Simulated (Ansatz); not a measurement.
# AlNi (Pm-3m): zone-centre modes under pressure, part 2 of 2

Aim: how do the optical modes of AlNi (Pm-3m) move with volume?

Ansatz 0.2.0; DFT PBEsol, scalar-relativistic, plane waves, PAW; PAW set soft_1.

So far. Step 3 (Tight relaxation): The forces vanish by symmetry and the pressure is -0.009 GPa, within the tolerances set. The cell now holds 11.72 Å³/atom.

The database entry behind the starting cell differs from later determinations by our own check (about 0.2 % short), so it need not match the best structure at ambient conditions.

### 4. Zone-centre response at rest

Phonons follow from the second derivative of the energy, found here by linear response.

The modes at rest are the reference of the series.

Contents of input.yaml:

```yaml
crystal:
  lattice:
    - [2.8617390874, 0.0, 0.0]
    - [0.0, 2.8617390874, 0.0]
    - [0.0, 0.0, 2.8617390874]
  atoms:
    - { symbol: Al, position: [0.0, 0.0, 0.0] }
    - { symbol: Ni, position: [0.5, 0.5, 0.5] }
kpoints:
  mp_grid: { grid: [16, 16, 16] }
hamiltonian:
  xc: pbesol
  pseudopotentials: { kind: paw, azcp: { folder: soft_1 }, xc_functional: pbe }
scf:
  occupations: { method: methfessel_paxton, width: 0.2 }
output:
  eigenvalues: true
phonons:
  method: dfpt
```

Command:

```sh
$ ansatz run input.yaml --threads 4 --pin off --max-ram 10240MiB --backend cpu --events-out ev --progress --plain --runs-dir out
```

Numbers of over 12 decimals in the logs are rounded to 6 here.

The log of the run:

```text
[...]
Crystal: 2 atoms, lattice volume = 23.436 Å³
Basis set: ecut = 420 eV, 461 PW (Γ), exchange–correlation on 40×40×40 points (8 copies of the dense FFT grid, shifted against one another)
Bands: 15, of which v1, the nominal top of the filled ones, is band 11 counted from 1 (10 counted from 0)
Symmetry: 48 space group operations
k-points: 405 of 4096 (irreducible under 8 space group operations, time reversal used)
[...]
SCF iter   1: F=—  HF=-6331.232970 eV  |F-HF|=—  |Δ(HF+E_count)|=         —  Δρ=7.71e-2  dr2=1.42e0  ethr=3.10e-3  ⟨swp⟩=4.0  Hψ=26962  notcnv=0
[...]
SCF iter   9: F=-6330.874466 eV  HF=-6330.874466 eV  |F-HF|=0.00e0  |Δ(HF+E_count)|=  6.37e-12  S|Δr|=    0.00e0  Δρ=2.23e-8  dr2=7.78e-14  ethr=1.00e-12  ⟨swp⟩=6.1  Hψ=24711  notcnv=0
SCF 1 converged in 9 iterations: F = -6330.874466 eV  dr2 = 7.78e-14
[...]
DFPT response loops at Γ: preconditioner auto → Kerker (q_TF=auto, 2.679 Å⁻¹) (partly filled bands, converged f_vac=0.000); β = 1.00, the filter's whole step (`scf.mixing.beta` (0.50) is not read by the response loops under this deck's `scf.mixing.preconditioner`; to damp them name `kerker` or `kerker_dos`, under which they read `scf.mixing.beta`, and type it under 1.00, their step now; both keys bind the ground state too); Broyden in place of MSR1
SCF converged after 9 iterations
[...]
Free energy (F): -6330.874466 eV
[...]
Internal energy: -6330.875548 eV  (E = F + TS)
E sigma→0 (E₀):  -6330.874736 eV
Entropy (-TS):   0.001082 eV (0.541 meV/atom)
Fermi energy:    14.083151 eV
[...]
--- Band table (eV; the first three rows and the last of 405) ---
  k-point 0: bands = [... 7 lower, 12.5147, 12.5147, 12.5147, 19.6379, 19.6379, 19.6379, 22.2655, 22.2655]
  k-point 1: bands = [... 7 lower, 12.4819, 12.4819, 12.5182, 18.8417, 19.7346, 19.7346, 22.2682, 22.9914]
  k-point 2: bands = [... 7 lower, 12.3913, 12.3913, 12.5282, 17.4518, 20.0172, 20.0172, 22.2760, 24.1389]
  k-point 404: bands = [... 7 lower, 13.0928, 13.0928, 16.0103, 16.0103, 16.0103, 17.9775, 18.6572, 18.6572]
--- Phonons (Γ-DFPT): 2 representative perturbations + reference, on 405 of 4096 k-points (Σ response iterations 7) ---
  k mesh reduced under 8 symmetry operations, with k and −k counted as one. Each operation leaves every solved perturbation unchanged. A smaller set is not used because it would not reduce the number of displacements times k-points to solve
  ASR residual: 1.071e-5 → 0.000e0 eV/Å²; symmetrization residual: 1.325e-6 eV/Å²
  ASR residual per site (eV/Å²): 8.73e-6 1.07e-5
  Γ frequencies (cm⁻¹): 0.00 0.00 0.00 302.10 302.10 302.10
  non-analytic LO–TO correction: not included (Born effective charges unavailable; polar crystals: no LO–TO splitting at Γ)
```

Elapsed: 16 s, on 4 threads of Arm Neoverse N1, shared host; peak memory 0.68 GiB; 59 s of CPU time.

Numbers from this step:

| Quantity | Value |
| --- | --- |
| sum-rule residual before enforcement | 1.07e-5 eV/Å² |
| point group | m-3m |
| highest optical mode at the zone centre (no LO-TO term) | 302.1 cm⁻¹ |
| lowest optical zone-centre mode | 302.1 cm⁻¹ |

Patterns of degenerate modes are one choice out of their space. Modes at Γ, with each element's share of the kinetic energy:

| mode | frequency (cm⁻¹) | symmetry | Al % | Ni % |
| --- | --- | --- | --- | --- |
| 1 | 0.0 | acoustic | 31 | 69 |
| 2 | 0.0 | acoustic | 31 | 69 |
| 3 | 0.0 | acoustic | 31 | 69 |
| 4 | 302.1 | T1u | 69 | 31 |
| 5 | 302.1 | T1u | 69 | 31 |
| 6 | 302.1 | T1u | 69 | 31 |

Displacements in mode 5 (302.1 cm⁻¹), the largest set to 1:
```
Al1  0.00  1.00  0.73
Ni2  0.00 -0.46 -0.34
```

Before it was imposed, the acoustic sum rule was missed by 1.1e-5 eV/Å². Small misses are needed for a sound result but don't prove that mesh and cutoff are converged. The lowest optical mode is real, 302 cm⁻¹.

### 5. Ground state of a member: 1.06 times the volume at rest

The cell is set to 1.06 times the volume at rest; symmetry leaves nothing else free, so this is a single point.

input.yaml, the sections that differ from step 4:

```yaml
crystal:
  lattice:
    - [2.917865868, 0.0, 0.0]
    - [0.0, 2.917865868, 0.0]
    - [0.0, 0.0, 2.917865868]
  atoms:
    - { symbol: Al, position: [0.0, 0.0, 0.0] }
    - { symbol: Ni, position: [0.5, 0.5, 0.5] }
output:
  forces: true
  stress: true
  eigenvalues: true
# kpoints, hamiltonian, scf: as in step 4
# phonons: removed
```

The log of the run:

```text
[...]
Crystal: 2 atoms, lattice volume = 24.843 Å³
Basis set: ecut = 420 eV, 461 PW (Γ), exchange–correlation on 40×40×40 points (8 copies of the dense FFT grid, shifted against one another)
Bands: 15, of which v1, the nominal top of the filled ones, is band 11 counted from 1 (10 counted from 0)
Symmetry: 48 space group operations
[...]
k-points: 165 of 4096
[...]
SCF iter   1: F=—  HF=-6331.247727 eV  |F-HF|=—  |Δ(HF+E_count)|=         —  Δρ=8.97e-2  dr2=1.94e0  ethr=3.10e-3  ⟨swp⟩=4.1  Hψ=11052  notcnv=0
[...]
SCF iter   7: F=-6330.833306 eV  HF=-6330.833306 eV  |F-HF|=5.16e-8  |Δ(HF+E_count)|=   4.49e-7  S|Δr|=    0.00e0  Δρ=1.52e-5  dr2=4.48e-8  ethr=4.76e-10  ⟨swp⟩=4.8  Hψ=10593  notcnv=0
SCF 1 converged in 7 iterations: F = -6330.833306 eV  dr2 = 4.48e-8
[...]
SCF converged after 7 iterations
[...]
Free energy (F): -6330.833306 eV
[...]
Internal energy: -6330.834458 eV  (E = F + TS)
E sigma→0 (E₀):  -6330.833594 eV
Entropy (-TS):   0.001152 eV (0.576 meV/atom)
Fermi energy:    13.106244 eV
[...]
--- Stress (GPa, compression-positive) ---
       -8.893933       0.000000       0.000000
        0.000000      -8.893933       0.000000
        0.000000       0.000000      -8.893933
  P = ⅓ Tr σ = -8.8939 GPa (-88.939 kbar)
--- Band table (eV; the first three rows and the last of 165) ---
  k-point 0: bands = [... 7 lower, 11.6530, 11.6530, 11.6530, 18.4149, 18.4149, 18.4149, 21.1001, 21.1001]
  k-point 1: bands = [... 7 lower, 11.6226, 11.6226, 11.6562, 17.6559, 18.5076, 18.5076, 21.1059, 21.7796]
  k-point 2: bands = [... 7 lower, 11.5387, 11.5387, 11.6653, 16.3114, 18.7791, 18.7791, 21.1233, 22.8420]
  k-point 164: bands = [... 7 lower, 12.1843, 12.1843, 15.0798, 15.0798, 15.0798, 16.4882, 17.4275, 17.4275]
```

The job ended after 1.6 s (4 threads; peak memory 0.34 GiB; 5.5 s of CPU time).

This step gave:

| Item | Value |
| --- | --- |
| pressure | -8.894 GPa |
| volume per atom | 12.42 Å³ |

The forces vanish by symmetry, at a pressure of -8.89 GPa.

### 6. Zone-centre modes of the member: 1.06 times the volume at rest

The zone-centre modes follow for 1.06 times the volume at rest.

Changes to input.yaml since step 5:

```diff
@@ -16,4 +16,4 @@
 output:
-  forces: true
-  stress: true
   eigenvalues: true
+phonons:
+  method: dfpt
```

The log of the run:

```text
[...]
Crystal: 2 atoms, lattice volume = 24.843 Å³
Basis set: ecut = 420 eV, 461 PW (Γ), exchange–correlation on 40×40×40 points (8 copies of the dense FFT grid, shifted against one another)
Bands: 15, of which v1, the nominal top of the filled ones, is band 11 counted from 1 (10 counted from 0)
Symmetry: 48 space group operations
k-points: 405 of 4096 (irreducible under 8 space group operations, time reversal used)
[...]
SCF iter   1: F=—  HF=-6331.247709 eV  |F-HF|=—  |Δ(HF+E_count)|=         —  Δρ=8.97e-2  dr2=1.94e0  ethr=3.10e-3  ⟨swp⟩=4.1  Hψ=27063  notcnv=0
[...]
SCF iter   9: F=-6330.833306 eV  HF=-6330.833306 eV  |F-HF|=9.09e-13  |Δ(HF+E_count)|=  6.37e-12  S|Δr|=    0.00e0  Δρ=2.73e-8  dr2=1.34e-13  ethr=1.00e-12  ⟨swp⟩=6.3  Hψ=25929  notcnv=0
SCF 1 converged in 9 iterations: F = -6330.833306 eV  dr2 = 1.34e-13
[...]
SCF converged after 9 iterations
[...]
Free energy (F): -6330.833306 eV
[...]
Internal energy: -6330.834458 eV  (E = F + TS)
E sigma→0 (E₀):  -6330.833594 eV
Entropy (-TS):   0.001152 eV (0.576 meV/atom)
Fermi energy:    13.106337 eV
[...]
--- Band table (eV; the first three rows and the last of 405) ---
  k-point 0: bands = [... 7 lower, 11.6531, 11.6531, 11.6531, 18.4149, 18.4149, 18.4149, 21.1001, 21.1001]
  k-point 1: bands = [... 7 lower, 11.6228, 11.6228, 11.6563, 17.6559, 18.5076, 18.5076, 21.1060, 21.7796]
  k-point 2: bands = [... 7 lower, 11.5388, 11.5388, 11.6654, 16.3114, 18.7790, 18.7790, 21.1233, 22.8420]
  k-point 404: bands = [... 7 lower, 12.1844, 12.1844, 15.0799, 15.0799, 15.0799, 16.4882, 17.4276, 17.4276]
[...]
ASR residual: 8.769e-6 → 0.000e0 eV/Å²; symmetrization residual: 1.561e-6 eV/Å²
  ASR residual per site (eV/Å²): 8.77e-6 3.93e-6
  Γ frequencies (cm⁻¹): 0.00 0.00 0.00 267.72 267.72 267.72
[...]
```

Elapsed: 16 s, on 4 threads; peak memory 0.68 GiB.

This step gave:

```
sum-rule residual before enforcement                    : 8.77e-6 eV/Å²
highest optical mode at the zone centre (no LO-TO term) : 267.7 cm⁻¹
lowest optical zone-centre mode                         : 267.7 cm⁻¹
```

Patterns of degenerate modes are one choice out of their space. Modes at Γ, with each element's share of the kinetic energy:

| mode | frequency (cm⁻¹) | symmetry | Al % | Ni % |
| --- | --- | --- | --- | --- |
| 1 | 0.0 | acoustic | 31 | 69 |
| 2 | 0.0 | acoustic | 31 | 69 |
| 3 | 0.0 | acoustic | 31 | 69 |
| 4 | 267.7 | T1u | 69 | 31 |
| 5 | 267.7 | T1u | 69 | 31 |
| 6 | 267.7 | T1u | 69 | 31 |

The optical mode lies at 267.7 cm⁻¹.

For the highest optical mode at the zone centre (no LO-TO term), step 4 gave 302 cm⁻¹; this run, with volume ratio 1.06, gives 268 cm⁻¹ (-11 %).

### 7. Ground state of a member: 0.9 times the volume at rest

The cell is set to 0.9 times the volume at rest; symmetry leaves nothing else free, so this is a single point.

input.yaml, the sections that differ from step 6:

```yaml
crystal:
  lattice:
    - [2.7629787104, 0.0, 0.0]
    - [0.0, 2.7629787104, 0.0]
    - [0.0, 0.0, 2.7629787104]
  atoms:
    - { symbol: Al, position: [0.0, 0.0, 0.0] }
    - { symbol: Ni, position: [0.5, 0.5, 0.5] }
output:
  forces: true
  stress: true
  eigenvalues: true
# kpoints, hamiltonian, scf: as in step 6
# phonons: removed
```

The log of the run:

```text
[...]
Crystal: 2 atoms, lattice volume = 21.093 Å³
Basis set: ecut = 420 eV, 437 PW (Γ), exchange–correlation on 40×40×40 points (8 copies of the dense FFT grid, shifted against one another)
Bands: 15, of which v1, the nominal top of the filled ones, is band 11 counted from 1 (10 counted from 0)
Symmetry: 48 space group operations
[...]
k-points: 165 of 4096
[...]
--- Band table (eV; the first three rows and the last of 165) ---
  k-point 0: bands = [... 7 lower, 14.1887, 14.1887, 14.1887, 22.0253, 22.0253, 22.0253, 24.5251, 24.5251]
  k-point 1: bands = [... 7 lower, 14.1512, 14.1512, 14.1929, 21.1534, 22.1291, 22.1291, 24.5207, 25.3410]
  k-point 2: bands = [... 7 lower, 14.0474, 14.0474, 14.2047, 19.6764, 22.4322, 22.4322, 24.5075, 26.6311]
  k-point 164: bands = [... 7 lower, 14.8625, 14.8625, 17.8296, 17.8296, 17.8296, 20.8794, 21.0576, 21.0576]
[key lines of the parts left out:]
SCF converged after 7 iterations
Free energy (F): -6330.722035 eV
Fermi energy:    15.988486 eV
P = ⅓ Tr σ = 22.8958 GPa (228.958 kbar)
```

Wall time 1.6 s (4 threads); peak memory 0.33 GiB.

This step gave:

```yaml
pressure: 22.90 GPa
volume_per_atom: 10.55 Å³
```

The forces vanish by symmetry, at a pressure of 22.90 GPa.

### 8. Zone-centre modes of the member: 0.9 times the volume at rest

The zone-centre modes follow for 0.9 times the volume at rest.

Changes to input.yaml since step 7:

```diff
@@ -16,4 +16,4 @@
 output:
-  forces: true
-  stress: true
   eigenvalues: true
+phonons:
+  method: dfpt
```

The log of the run:

```text
[...]
Crystal: 2 atoms, lattice volume = 21.093 Å³
Basis set: ecut = 420 eV, 437 PW (Γ), exchange–correlation on 40×40×40 points (8 copies of the dense FFT grid, shifted against one another)
Bands: 15, of which v1, the nominal top of the filled ones, is band 11 counted from 1 (10 counted from 0)
Symmetry: 48 space group operations
k-points: 405 of 4096 (irreducible under 8 space group operations, time reversal used)
[...]
k-point 2: bands = [... 7 lower, 14.0474, 14.0474, 14.2047, 19.6764, 22.4322, 22.4322, 24.5075, 26.6311]
  k-point 404: bands = [... 7 lower, 14.8625, 14.8625, 17.8296, 17.8296, 17.8296, 20.8794, 21.0576, 21.0576]
[...]
ASR residual: 5.842e-6 → 0.000e0 eV/Å²; symmetrization residual: 9.790e-7 eV/Å²
  ASR residual per site (eV/Å²): 5.84e-6 3.54e-7
  Γ frequencies (cm⁻¹): 0.00 0.00 0.00 366.51 366.51 366.51
[...]
[key lines of the parts left out:]
SCF converged after 9 iterations
Free energy (F): -6330.722035 eV
Fermi energy:    15.988485 eV
```

Wall time 15 s (4 threads); peak memory 0.64 GiB; 55 s of CPU time.

This step gave:

```
sum-rule residual before enforcement                    : 5.84e-6 eV/Å²
highest optical mode at the zone centre (no LO-TO term) : 366.5 cm⁻¹
lowest optical zone-centre mode                         : 366.5 cm⁻¹
```

Patterns of degenerate modes are one choice out of their space. The modes at Γ (shares of kinetic energy by element, %):

| mode | frequency (cm⁻¹) | symmetry | Al % | Ni % |
| --- | --- | --- | --- | --- |
| 1 | 0.0 | acoustic | 31 | 69 |
| 2 | 0.0 | acoustic | 31 | 69 |
| 3 | 0.0 | acoustic | 31 | 69 |
| 4 | 366.5 | T1u | 69 | 31 |
| 5 | 366.5 | T1u | 69 | 31 |
| 6 | 366.5 | T1u | 69 | 31 |

The optical mode lies at 366.5 cm⁻¹.

Between step 4 and this run (volume ratio 0.9) the value for the highest optical mode at the zone centre (no LO-TO term) moves from 302 cm⁻¹ to 367 cm⁻¹ (+21 %).

### 9. The series together

The members are set side by side, also those not shown above.

Each row is one cell with its response, relaxed at fixed volume as far as symmetry leaves anything free; energies are extrapolated to zero smearing, and E0 is that at rest; shape and atoms are relaxed in each cell where symmetry leaves them free; all runs use 16×16×16 k points and Methfessel-Paxton smearing of 0.2 eV. State of the crystal along the series:

| volume ratio | V (Å³/atom) | pressure (GPa) | E - E0 (meV/atom) |
| --- | --- | --- | --- |
| 0.9 | 10.55 | 22.9 | 76.25 |
| 0.92 | 10.78 | 17.28 | 46.93 |
| 0.94 | 11.02 | 12.24 | 25.41 |
| 0.96 | 11.25 | 7.712 | 10.87 |
| 0.98 | 11.48 | 3.646 | 2.614 |
| 0.99 | 11.6 | 1.77 | 0.6387 |
| 1 | 11.72 | -0.008878 | 0 |
| 1.02 | 11.95 | -3.291 | 2.458 |
| 1.04 | 12.19 | -6.242 | 9.466 |
| 1.06 | 12.42 | -8.894 | 20.57 |

Each mode is tracked from rest by its pattern, and modes that stay within 0.3 cm⁻¹ of each other stand once; shape and atoms are relaxed in each cell where symmetry leaves them free; all runs use 16×16×16 k points and Methfessel-Paxton smearing of 0.2 eV. Optical modes along the series:

| V (Å³/atom) | mode 4 T1u (cm⁻¹) |
| --- | --- |
| 10.55 | 366.5 |
| 10.78 | 352.8 |
| 11.02 | 339.5 |
| 11.25 | 326.7 |
| 11.48 | 314.2 |
| 11.6 | 308.1 |
| 11.72 | 302.1 |
| 11.95 | 290.3 |
| 12.19 | 278.9 |
| 12.42 | 267.7 |

From cubic fits (parabolas where under five rows exist) of ln ω and P against ln V through the rows within about 4 % of rest: γ = −d ln ω / d ln V and dω/dP = γ ω / B. Slopes at rest:

| mode | fitted frequency at rest (cm⁻¹) | Grüneisen parameter γ | dω/dP (cm⁻¹/GPa) |
| --- | --- | --- | --- |
| mode 4 T1u | 302.1 | 1.97 | 3.45 |

### 10. What came out

| Quantity | Value |
| --- | --- |
| members | 10 |
| highest optical mode at the zone centre (no LO-TO term), at rest | 302.1 cm⁻¹ |
| bulk modulus at rest | 173 GPa |
| mode 4 T1u, γ | 1.97 |

The series spans -8.9 to 22.9 GPa, and the slope at rest gives a bulk modulus of 173 GPa. The optical mode has γ = 1.97 and moves by 3.5 cm⁻¹ for each GPa. One k mesh and one cutoff serve the ground states and modes of all volumes. These are harmonic frequencies at zero temperature: anharmonic shifts, linewidths and thermal expansion are left out. With no gap, or one that is small against the smearing, the frequencies hang on the k mesh and the smearing, most of all near Kohn anomalies. The runs are without spin polarisation, although the cell has an odd electron count. The PAW files were made for PBE; the program adapts parts of them to the functional of the run, but their partial waves stay those of PBE, an approximation that was not tested in this session. Only the zone centre was solved, so an instability at another wavevector cannot show here.

[Logs are printed without paths, hosts, clocks, repeated set-up lines and the standing remarks that a program may print on its own settings, such as how far it seeks lower states.]

[Hosts, paths, dates, database ids (printed as entryN), source tags and the programs' standing remarks are cut or masked in the printed files.]
